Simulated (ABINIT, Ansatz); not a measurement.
# Tl2S (Fm-3m): zone-centre phonons

Wanted: the vibrations of Tl2S (Fm-3m) at Γ, by two programs.

Method: DFT LDA, scalar-relativistic, plane waves, HGH norm-conserving pseudopotentials, in ABINIT 10.8.3.

The structure was built from a prototype and need not be the compound's stable phase.

**1. Set-up**

It takes space group Fm-3m (No. 225, cubic). The conventional cell has a = 7.029 Å, b = 7.029 Å, c = 7.029 Å, α = 90.00°, β = 90.00°, γ = 90.00°. Nearest to S lie 8 Tl at 3.04 Å. Nearest to Tl lie 4 S at 3.04 Å. Farther neighbours and most contacts between anions are not listed.

Coordinates:

```cif
data_structure
_symmetry_space_group_name_H-M 'P 1'
_symmetry_Int_Tables_number 1
_cell_length_a 4.9700
_cell_length_b 4.9700
_cell_length_c 4.9700
_cell_angle_alpha 60.000
_cell_angle_beta 60.000
_cell_angle_gamma 60.000
_cell_volume 86.81
loop_
_atom_site_label
_atom_site_type_symbol
_atom_site_fract_x
_atom_site_fract_y
_atom_site_fract_z
_atom_site_occupancy
S1 S 0.00000 0.00000 0.00000 1
Tl2 Tl 0.25000 0.25000 0.25000 1
Tl3 Tl 0.75000 0.75000 0.75000 1
```

**2. Relaxation**

The harmonic expansion needs vanishing forces, and a free crystal bears no stress, so cell and atoms are brought to rest. Stress is more sensitive to the basis than forces are: the last 3 Ha under the cutoff are smoothed with ecutsm, and the cutoff is raised above that of the later runs.

The starting cell comes from a relaxation made beforehand in Ansatz (LDA, PseudoDojo NC).

relax.abi

```
# relaxation
ionmov 2
optcell 2
dilatmx 1.08
ntime 40
tolmxf 1.0d-05
tolvrs 1.0d-14
prtwf 0
prtden 0
chksymtnons 0

# basis, mesh and filling
ecut 31.0
ecutsm 3.0
ixc 7
ngkpt 8 8 8
nshiftk 1
shiftk 0.0 0.0 0.0
istwfk *1
occopt 7
tsmear 0.001
nband 12
nstep 100
diemac 9.0
prtebands 0
prtgsr 0

# cell and atoms
acell 9.39192867 9.39192867 9.39192867
rprim 
    0.0 0.7071067812 0.7071067812
    0.7071067812 0.0 0.7071067812
    0.7071067812 0.7071067812 0.0
ntypat 2
znucl 16 81
natom 3
typat 1 2 2
xred 
    0.0 0.0 0.0
    0.25 0.25 0.25
    0.75 0.75 0.75
pp_dirpath "./pseudo"
pseudos "S.hgh, Tl.hgh"
```

Command:

```console
$ OMP_NUM_THREADS=1 mpirun -n 4 abinit relax.abi > relax.log
```

Numbers of over 12 decimals in the logs are rounded to 6 here.

relax.abo, the main output file:

```text
[banners, grids, parts of the stress and lines that vanish by symmetry left out]
- input  file    -> relax.abi
- output file    -> relax.abo
- root for input  files -> relaxi
[...]
Symmetries : space group Fm -3 m (#225); Bravais cF (face-center cubic)
[...]
mpw =        6116          nfft =      157464          nkpt =          29
[...]
== DATASET  1 ==================================================================
[...]
cutoff_energies: {ecut:  31.0, pawecutdg:  -1.0, }
[...]
Exchange-correlation functional for the present dataset will be:
  LDA: Perdew-Wang 92 LSD fit to Ceperley-Alder data - ixc=7
[...]
ETOT  1  -14.534106405733    -1.453E+01 1.413E-02 5.815E+02
 ETOT  2  -14.547910939550    -1.380E-02 1.648E-03 4.145E+02
 ETOT  3  -14.592246561806    -4.434E-02 6.763E-04 1.256E+01
 ETOT  4  -14.593004794792    -7.582E-04 1.401E-04 2.797E-01
 ETOT  5  -14.593012960491    -8.166E-06 9.540E-05 1.841E-02
[...]
At SCF step   11       vres2   =  1.16E-15 < tolvrs=  1.00E-14 =>converged.
[...]
sigma(1 1)=  5.88627500E-05  sigma(3 2)=  0.00000000E+00
  sigma(2 2)=  5.88627500E-05  sigma(3 1)=  0.00000000E+00
  sigma(3 3)=  5.88627500E-05  sigma(2 1)=  0.00000000E+00
[...]
convergence: {deltae:  1.751E-12, res2:  1.164E-15, residm:  1.361E-06, diffor: null, }
etotal    :  -1.45930142E+01
[...]
ETOT  1  -14.592987237183    -1.459E+01 2.376E-02 2.159E+00
[...]
At SCF step    9       vres2   =  4.26E-15 < tolvrs=  1.00E-14 =>converged.
[...]
sigma(1 1)=  5.38908684E-05  sigma(3 2)=  0.00000000E+00
  sigma(2 2)=  5.38908684E-05  sigma(3 1)=  0.00000000E+00
  sigma(3 3)=  5.38908684E-05  sigma(2 1)=  0.00000000E+00
[...]
convergence: {deltae: -7.940E-13, res2:  4.257E-15, residm:  1.085E-06, diffor: null, }
etotal    :  -1.45931889E+01
[...]
ETOT  1  -14.576731876446    -1.458E+01 9.569E-01 1.957E+02
[...]
At SCF step   11       vres2   =  9.22E-17 < tolvrs=  1.00E-14 =>converged.
[...]
sigma(1 1)= -4.99020487E-06  sigma(3 2)=  0.00000000E+00
  sigma(2 2)= -4.99020487E-06  sigma(3 1)=  0.00000000E+00
  sigma(3 3)= -4.99020487E-06  sigma(2 1)=  0.00000000E+00
[...]
convergence: {deltae:  1.261E-13, res2:  9.215E-17, residm:  7.797E-02, diffor: null, }
etotal    :  -1.45939916E+01
[...]
ETOT  1  -14.593866637597    -1.459E+01 3.394E-05 1.443E+00
[...]
At SCF step    9       vres2   =  1.04E-15 < tolvrs=  1.00E-14 =>converged.
[...]
sigma(1 1)=  3.46219154E-07  sigma(3 2)=  0.00000000E+00
  sigma(2 2)=  3.46219154E-07  sigma(3 1)=  0.00000000E+00
  sigma(3 3)=  3.46219154E-07  sigma(2 1)=  0.00000000E+00
[...]
convergence: {deltae:  4.796E-13, res2:  1.041E-15, residm:  1.065E-06, diffor: null, }
etotal    :  -1.45939972E+01
[...]
ETOT  1  -14.593996728917    -1.459E+01 1.722E-06 6.069E-03
[...]
ETOT  7  -14.593997277209     7.816E-14 1.150E-07 2.731E-14
 ETOT  8  -14.593997277209     2.736E-13 1.295E-07 2.013E-16
 At SCF step    8       vres2   =  2.01E-16 < tolvrs=  1.00E-14 =>converged.
[...]
sigma(1 1)=  1.89273136E-09  sigma(3 2)=  0.00000000E+00
  sigma(2 2)=  1.89273136E-09  sigma(3 1)=  0.00000000E+00
  sigma(3 3)=  1.89273136E-09  sigma(2 1)=  0.00000000E+00
[...]
convergence: {deltae:  2.736E-13, res2:  2.013E-16, residm:  1.295E-07, diffor: null, }
etotal    :  -1.45939973E+01
[...]
At Broyd/MD step   5, gradients are converged :
[...]
sigma(1 1)=  1.89273136E-09  sigma(3 2)=  0.00000000E+00
  sigma(2 2)=  1.89273136E-09  sigma(3 1)=  0.00000000E+00
  sigma(3 3)=  1.89273136E-09  sigma(2 1)=  0.00000000E+00
[...]
- sigma(1 1)=  5.56860792E-05  sigma(3 2)=  0.00000000E+00
- sigma(2 2)=  5.56860792E-05  sigma(3 1)=  0.00000000E+00
- sigma(3 3)=  5.56860792E-05  sigma(2 1)=  0.00000000E+00
[...]
fcart     -0.0000000000E+00 -0.0000000000E+00 -0.0000000000E+00
           strten      1.8927313610E-09  1.8927313610E-09  1.8927313610E-09
================================================================================

[key lines of the parts left out:]
pressure_GPa:  -5.5686E-05
Total energy (etotal) [Ha]= -1.45939972772088E+01
```

It took 100 s on 4 MPI ranks of Arm Neoverse V1, shared host; 6.6 min of CPU time.

The steps of the relaxation:

| step | energy less that of the first step (eV) | largest force (eV/Å) | volume (Å³) |
| --- | --- | --- | --- |
| 1 | 0.0000 | 0.0000 | 86.81 |
| 2 | -0.0048 | 0.0000 | 86.35 |
| 3 | -0.0266 | 0.0000 | 81.76 |
| 4 | -0.0268 | 0.0000 | 82.12 |
| 5 | -0.0268 | 0.0000 | 82.10 |

| conventional cell, symmetrised | before | after | change |
| --- | --- | --- | --- |
| a (Å) | 7.029 | 6.899 | -1.8 % |
| b (Å) | 7.029 | 6.899 | -1.8 % |
| c (Å) | 7.029 | 6.899 | -1.8 % |
| volume (Å³/atom) | 28.94 | 27.37 | -5.4 % |

Final coordinates:

```cif
data_structure
_symmetry_space_group_name_H-M 'P 1'
_symmetry_Int_Tables_number 1
_cell_length_a 4.8785
_cell_length_b 4.8785
_cell_length_c 4.8785
_cell_angle_alpha 60.000
_cell_angle_beta 60.000
_cell_angle_gamma 60.000
_cell_volume 82.10
loop_
_atom_site_label
_atom_site_type_symbol
_atom_site_fract_x
_atom_site_fract_y
_atom_site_fract_z
_atom_site_occupancy
S1 S 0.00000 0.00000 0.00000 1
Tl2 Tl 0.25000 0.25000 0.25000 1
Tl3 Tl 0.75000 0.75000 0.75000 1
```

This step gave:

- volume per atom: 27.37 Å³
- pressure: -5.57e-5 GPa
- gap on the k-mesh: 0.02640 eV

The volume changes by -5.4 % from the cell with which this run began.

**3. Self-consistent run for the response**

First-order wavefunctions inherit every error of the ground state, hence the very tight tolvrs. Occupations are smeared.

gs.abi

```
# ground state
tolvrs 1.0d-16
prtden 1
prtwf 1

# basis, mesh and filling
ecut 24.0
ixc 7
ngkpt 8 8 8
nshiftk 1
shiftk 0.0 0.0 0.0
istwfk *1
occopt 7
tsmear 0.001
nband 12
nstep 100
diemac 9.0
prtebands 0
prtgsr 0

# cell and atoms
acell 9.218965779 9.218965779 9.218965779
rprim 
    0.0 0.7071067812 0.7071067812
    0.7071067812 0.0 0.7071067812
    0.7071067812 0.7071067812 0.0
ntypat 2
znucl 16 81
natom 3
typat 1 2 2
xred 
    0.0 0.0 0.0
    0.25 0.25 0.25
    0.75 0.75 0.75
pp_dirpath "./pseudo"
pseudos "S.hgh, Tl.hgh"
```

Command:

```console
$ OMP_NUM_THREADS=1 mpirun -n 4 abinit gs.abi > gs.log
```

gs.abo, the main output file:

```text
[banners, grids, parts of the stress and lines that vanish by symmetry left out]
- input  file    -> gs.abi
- output file    -> gs.abo
- root for input  files -> gsi
[...]
Symmetries : space group Fm -3 m (#225); Bravais cF (face-center cubic)
[...]
mpw =        3138          nfft =       91125          nkpt =          29
[...]
== DATASET  1 ==================================================================
[...]
cutoff_energies: {ecut:  24.0, pawecutdg:  -1.0, }
[...]
Exchange-correlation functional for the present dataset will be:
  LDA: Perdew-Wang 92 LSD fit to Ceperley-Alder data - ixc=7
[...]
ETOT  1  -14.540259250466    -1.454E+01 1.715E-02 3.162E+02
 ETOT  2  -14.557506899247    -1.725E-02 4.040E-04 1.962E+02
 ETOT  3  -14.592287999761    -3.478E-02 5.920E-04 7.252E+00
 ETOT  4  -14.593046607810    -7.586E-04 3.683E-05 1.392E-01
 ETOT  5  -14.593054838507    -8.231E-06 1.451E-05 9.139E-03
[...]
ETOT 11  -14.593055926598    -7.780E-13 8.731E-06 1.317E-16
 ETOT 12  -14.593055926598     2.203E-13 5.146E-06 2.072E-18
 At SCF step   12       vres2   =  2.07E-18 < tolvrs=  1.00E-16 =>converged.
[...]
sigma(1 1)=  7.68181965E-06  sigma(3 2)=  0.00000000E+00
  sigma(2 2)=  7.68181965E-06  sigma(3 1)=  0.00000000E+00
  sigma(3 3)=  7.68181965E-06  sigma(2 1)=  0.00000000E+00
[...]
convergence: {deltae:  2.203E-13, res2:  2.072E-18, residm:  5.146E-06, diffor: null, }
etotal    :  -1.45930559E+01
[...]
sigma(1 1)=  7.68181965E-06  sigma(3 2)=  0.00000000E+00
  sigma(2 2)=  7.68181965E-06  sigma(3 1)=  0.00000000E+00
  sigma(3 3)=  7.68181965E-06  sigma(2 1)=  0.00000000E+00
[...]
- sigma(1 1)=  2.26006937E-01  sigma(3 2)=  0.00000000E+00
- sigma(2 2)=  2.26006937E-01  sigma(3 1)=  0.00000000E+00
- sigma(3 3)=  2.26006937E-01  sigma(2 1)=  0.00000000E+00
[...]
fcart     -0.0000000000E+00 -0.0000000000E+00 -0.0000000000E+00
           strten      7.6818196504E-06  7.6818196504E-06  7.6818196504E-06
================================================================================

[key lines of the parts left out:]
pressure_GPa:  -2.2601E-01
```

Elapsed: 15 s, on 4 MPI ranks; 60 s of CPU time.

Read from the output:

* pressure: -0.2260 GPa

The cell stands at -0.23 GPa: the relaxation ran with a smoothed and higher cutoff, and the difference is a stress of the finite basis.

**4. Linear response at Γ**

At q = 0 one unit cell holds all displacements. The response is solved for single atoms along the cell's directions, and symmetry skips those that follow from others. The crystal is treated as a metal, which screens a static field, so no field response is asked.

dfpt_gamma.abi

```

# common to the responses
getwfk_filepath "gso_WFK"
kptopt 2
nqpt 1
qpt 0.0 0.0 0.0
asr 0
chneut 0

# displacements
rfphon 1
rfatpol 1 3
rfdir 1 1 1
tolvrs 1.0d-10
prtwf 0

# basis, mesh and filling
ecut 24.0
ixc 7
ngkpt 8 8 8
nshiftk 1
shiftk 0.0 0.0 0.0
istwfk *1
occopt 7
tsmear 0.001
nband 12
nstep 100
diemac 9.0
prtebands 0
prtgsr 0

# cell and atoms
acell 9.218965779 9.218965779 9.218965779
rprim 
    0.0 0.7071067812 0.7071067812
    0.7071067812 0.0 0.7071067812
    0.7071067812 0.7071067812 0.0
ntypat 2
znucl 16 81
natom 3
typat 1 2 2
xred 
    0.0 0.0 0.0
    0.25 0.25 0.25
    0.75 0.75 0.75
pp_dirpath "./pseudo"
pseudos "S.hgh, Tl.hgh"
```

Command:

```console
$ OMP_NUM_THREADS=1 mpirun -n 4 abinit dfpt_gamma.abi > dfpt_gamma.log
```

dfpt_gamma.abo, the main output file:

```text
[banners, grids, parts of the stress and lines that vanish by symmetry left out]
- input  file    -> dfpt_gamma.abi
- output file    -> dfpt_gamma.abo
- root for input  files -> dfpt_gammai
- root for output files -> dfpt_gammao

 Symmetries : space group Fm -3 m (#225); Bravais cF (face-center cubic)
================================================================================
 Values of the parameters that define the memory need of the present run (RF).
     intxc =       0      iscf =       7    lmnmax =       6     lnmax =       6
     mgfft =      45  mpssoang =       3    mqgrid =    3001     natom =       3
  nloc_mem =       1    nspden =       1   nspinor =       1    nsppol =       1
      nsym =      48    n1xccc =       0    ntypat =       2    occopt =       7
   xclevel =       1
-    mband =          12        mffmem =           1         mkmem =          65
-   mkqmem =          65        mk1mem =          65           mpw =        3138
      nfft =       91125          nkpt =         260
- my_mband =          12
================================================================================
================================================================================

--------------------------------------------------------------------------------
------------- Echo of variables that govern the present computation ------------
--------------------------------------------------------------------------------
-
- outvars: echo of selected default values
-   iomode0 =  0 , fftalg0 =312 , wfoptalg0 =  0
-
- outvars: echo of global parameters not present in the input file
-  max_nthreads =    1
-
 -outvars: echo values of preprocessed input variables
 [... echo left out ...]
================================================================================

 chkinp: Checking input parameters for consistency.

[...]
== DATASET  1 ==================================================================
-   mpi_nproc: 4, omp_nthreads: 1 (-1 if OMP is not activated)

--- !DatasetInfo
iteration_state: {dtset: 1, }
dimensions: {natom: 3, nkpt: 260, mband: 12, nsppol: 1, nspinor: 1, nspden: 1, mpw: 3138, }
cutoff_energies: {ecut:  24.0, pawecutdg:  -1.0, }
electrons: {nelect:   1.20000000E+01, charge:   0.00000000E+00, occopt:   7.00000000E+00, tsmear:   1.00000000E-03, }
meta: {optdriver: 1, rfphon: 1, }
...

 mkfilename: getwfk from: gso_WFK

 Exchange-correlation functional for the present dataset will be:
  LDA: Perdew-Wang 92 LSD fit to Ceperley-Alder data - ixc=7
 Citation for XC functional:
  J.P.Perdew and Y.Wang, PRB 45, 13244 (1992)

 Real(R)+Recip(G) space primitive vectors, cartesian coordinates (Bohr,Bohr^-1):
 R(1)=  0.0000000  6.5187932  6.5187932  G(1)= -0.0767013  0.0767013  0.0767013
 R(2)=  6.5187932  0.0000000  6.5187932  G(2)=  0.0767013 -0.0767013  0.0767013
 R(3)=  6.5187932  6.5187932  0.0000000  G(3)=  0.0767013  0.0767013 -0.0767013
 Unit cell volume ucvol=  5.5402787E+02 bohr^3
 Angles (23,13,12)=  6.00000000E+01  6.00000000E+01  6.00000000E+01 degrees
 setup1 : take into account q-point for computing boxcut.

 getcut: wavevector=  0.0000  0.0000  0.0000  ngfft=  45  45  45
         ecut(hartree)=     24.000   => boxcut(ratio)=   2.16421

--- Pseudopotential description ------------------------------------------------
- pspini: atom type   1  psp file is ./pseudo/S.hgh

- pspini: atom type   2  psp file is ./pseudo/Tl.hgh

   5.07704332E+01                                ecore*ucvol(ha*bohr**3)
--------------------------------------------------------------------------------

 ==>  initialize data related to q vector <==

 The list of irreducible perturbations for this q vector is:
    1)    idir= 1    ipert=   1
    2)    idir= 1    ipert=   2

[...]
The perturbation idir=   2  ipert=   1 is
 symmetric of a previously calculated perturbation.
 So, its SCF calculation is not needed.

 The perturbation idir=   3  ipert=   1 is
 symmetric of a previously calculated perturbation.
 So, its SCF calculation is not needed.

 The perturbation idir=   2  ipert=   2 is
 symmetric of a previously calculated perturbation.
 So, its SCF calculation is not needed.

 The perturbation idir=   3  ipert=   2 is
 symmetric of a previously calculated perturbation.
 So, its SCF calculation is not needed.

 The perturbation idir=   1  ipert=   3 is
 symmetric of a previously calculated perturbation.
 So, its SCF calculation is not needed.

 The perturbation idir=   2  ipert=   3 is
 symmetric of a previously calculated perturbation.
 So, its SCF calculation is not needed.

 The perturbation idir=   3  ipert=   3 is
 symmetric of a previously calculated perturbation.
 So, its SCF calculation is not needed.

--------------------------------------------------------------------------------
 Perturbation wavevector (in red.coord.)   0.000000  0.000000  0.000000
 Perturbation : displacement of atom   1   along direction   1
 Found     4 symmetries that leave the perturbation invariant.

[...]
dfpt_looppert : total number of electrons, from k and k+q
  fully or partially occupied states are    1.200000E+01 and    1.200000E+01.
 Initialisation of the first-order wave-functions :
  ireadwf=   0

--- !BeginCycle
iteration_state: {dtset: 1, }
solver: {iscf: 7, nstep: 100, nline: 4, wfoptalg: 0, }
tolerances: {tolvrs: 1.00E-10, }
...

     iter   2DEtotal(Ha)        deltaE(Ha) residm    vres2
-ETOT  1   306.44505917635     -2.485E+02 3.343E+00 1.024E+06
 ETOT  2   36.105660384306     -2.703E+02 9.035E-01 7.185E+04
 ETOT  3   2.341522     -3.376E+01 2.856E-02 2.481E+03
 ETOT  4   1.746949     -5.946E-01 1.353E-03 1.442E+01
 ETOT  5   1.744868     -2.082E-03 9.043E-05 1.748E-01
[...]
At SCF step   11       vres2   =  4.74E-13 < tolvrs=  1.00E-10 =>converged.
[...]
Mean square residual over all n,k,spin=   90.637E-14; max=  70.747E-11

 Thirteen components of 2nd-order total energy (hartree) are
 1,2,3: 0th-order hamiltonian combined with 1st-order wavefunctions
     kin0=   6.18690783E+02 eigvalue=   7.65581498E+00  local=  -6.07435858E+02
 4,5,6: 1st-order hamiltonian combined with 1st and 0th-order wfs
 loc psp =  -6.10244076E+01  Hartree=   1.63066719E+02     xc=  -5.21268148E+01
 note that "loc psp" includes a xc core correction that could be resolved
 7,8,9: eventually, occupation + non-local contributions
    edocc=   2.42047384E+01     enl0=   3.99139759E+02   enl1=  -1.04536588E+03
 1-9 gives the relaxation energy (to be shifted if some occ is /=2.0)
   erelax=  -5.53195142E+02
 10,11,12 Non-relaxation  contributions : frozen-wavefunctions and Ewald
 fr.local=   6.94152579E+00 fr.nonlo=   5.24865896E+02  Ewald=   2.31325711E+01
 13,14 Frozen wf xc core corrections (1) and (2)
 frxc 1  =   0.00000000E+00  frxc 2 =   0.00000000E+00
 Resulting in :
 2DEtotal=    0.1744850990E+01 Ha. Also 2DEtotal=    0.474798142359E+02 eV
    (2DErelax=   -5.5319514182E+02 Ha. 2DEnonrelax=    5.5493999281E+02 Ha)
    (  non-var. 2DEtotal :    1.7448509846E+00 Ha)

[...]
Perturbation wavevector (in red.coord.)   0.000000  0.000000  0.000000
 Perturbation : displacement of atom   2   along direction   1
 Found     2 symmetries that leave the perturbation invariant.

--------------------------------------------------------------------------------

--------------------------------------------------------------------------------

 dfpt_looppert : total number of electrons, from k and k+q
  fully or partially occupied states are    1.200000E+01 and    1.200000E+01.
 Initialisation of the first-order wave-functions :
  ireadwf=   0

--- !BeginCycle
iteration_state: {dtset: 1, }
solver: {iscf: 7, nstep: 100, nline: 4, wfoptalg: 0, }
tolerances: {tolvrs: 1.00E-10, }
...

     iter   2DEtotal(Ha)        deltaE(Ha) residm    vres2
-ETOT  1   7.144009     -3.699E+01 1.376E+00 2.448E+04
[...]
ETOT 10   1.791151     -2.457E-11 9.736E-09 2.319E-10
 ETOT 11   1.791151      2.061E-13 3.246E-09 4.085E-12

 At SCF step   11       vres2   =  4.09E-12 < tolvrs=  1.00E-10 =>converged.
[...]
Mean square residual over all n,k,spin=   22.292E-13; max=  32.463E-10

 Thirteen components of 2nd-order total energy (hartree) are
 1,2,3: 0th-order hamiltonian combined with 1st-order wavefunctions
     kin0=   4.92593829E+01 eigvalue=   9.35208083E-01  local=  -2.64651915E+01
 4,5,6: 1st-order hamiltonian combined with 1st and 0th-order wfs
 loc psp =   2.55003846E+00  Hartree=   7.71931553E+00     xc=  -5.30498181E+00
 note that "loc psp" includes a xc core correction that could be resolved
 7,8,9: eventually, occupation + non-local contributions
    edocc=   6.60750879E+00     enl0=   9.58892162E+00   enl1=  -8.72303658E+01
 1-9 gives the relaxation energy (to be shifted if some occ is /=2.0)
   erelax=  -4.23401637E+01
 10,11,12 Non-relaxation  contributions : frozen-wavefunctions and Ewald
 fr.local=  -1.57382794E+01 fr.nonlo=   4.25201657E+01  Ewald=   1.73494283E+01
 13,14 Frozen wf xc core corrections (1) and (2)
 frxc 1  =   0.00000000E+00  frxc 2 =   0.00000000E+00
 Resulting in :
 2DEtotal=    0.1791150868E+01 Ha. Also 2DEtotal=    0.487396980904E+02 eV
    (2DErelax=   -4.2340163650E+01 Ha. 2DEnonrelax=    4.4131314518E+01 Ha)
    (  non-var. 2DEtotal :    1.7911508406E+00 Ha)

[...]
---- first-order wavefunction calculations are completed ----

 ==> Compute Derivative Database <==

 [... matrices left out ...]
  Phonon wavevector (reduced coordinates) :  0.00000  0.00000  0.00000
 Phonon energies in Hartree :
   5.829302E-06  5.829302E-06  5.829303E-06  2.926063E-04  2.926063E-04
   2.926063E-04  6.153938E-04  6.153938E-04  6.153938E-04
 Phonon frequencies in cm-1    :
-  1.279384E+00  1.279384E+00  1.279384E+00  6.421967E+01  6.421967E+01
-  6.421967E+01  1.350633E+02  1.350633E+02  1.350633E+02

== END DATASET(S) ==============================================================
================================================================================

 -outvars: echo values of variables after computation
            acell      9.2189657790E+00  9.2189657790E+00  9.2189657790E+00 Bohr
           etotal      1.7911508679E+00
            fcart      0.0000000000E+00  0.0000000000E+00  0.0000000000E+00
           strten      0.0000000000E+00  0.0000000000E+00  0.0000000000E+00
================================================================================
```

Elapsed: 1.7 min, on 4 MPI ranks.

This step gave:

- largest acoustic frequency at the zone centre before the sum rule: 1.28 cm⁻¹
- highest optical zone-centre mode (no LO-TO term): 135.1 cm⁻¹
- lowest optical zone-centre mode: 64.22 cm⁻¹

The acoustic modes at Γ come out as far as 1.3 cm⁻¹ from zero, where they should vanish, a small numerical error.

(Continued in part 2 of 3.)

[Host names and launcher messages were left out of these logs when they were recorded.]

[Logs are printed without paths, hosts, clocks, repeated set-up lines and the standing remarks that a program may print on its own settings, such as how far it seeks lower states.]

[Hosts, paths, dates, database ids (printed as entryN), source tags and the programs' standing remarks are cut or masked in the printed files.]
